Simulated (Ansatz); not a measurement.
Rows from a G0W0 calculation on SiO2 (I-42d) (Ansatz 0.2.0; G0W0 on LDA, plane waves, PAW; 6×6×6 mesh, 501 empty bands, screening to 190 eV, hard PAW files), in eV. Spin-orbit coupling is left out.

| row | k | band | start | Σx | Σc at the solution | Vxc |
| --- | --- | --- | --- | --- | --- | --- |
| A | Γ | c1 | 6.647 | -7.159 | -3.355 | -11.955 |
| B | Γ | v1 | 0.822 | -26.320 | 3.901 | -20.502 |
| C | Γ | c2 | 9.273 | -5.467 | -3.920 | -11.142 |

Q: Give the quasiparticle energies and the shift of each level.

The quasiparticle equation reads E = start + Σx + Σc(E) − Vxc.

| row | E (eV) | shift (eV) |
| --- | --- | --- |
| A | 8.088 | +1.441 |
| B | -1.096 | −1.917 |
| C | 11.029 | +1.756 |

Limits: not at the basis limit.

[Runs of the session that timed out or met a known fault of the program may be left out.]

[Cells called generated may have been cut or substituted from an entry of the Crystallography Open Database or the Materials Project.]

[Hosts, paths, dates, database ids (printed as entryN), source tags and the programs' standing remarks are cut or masked in the printed files.]
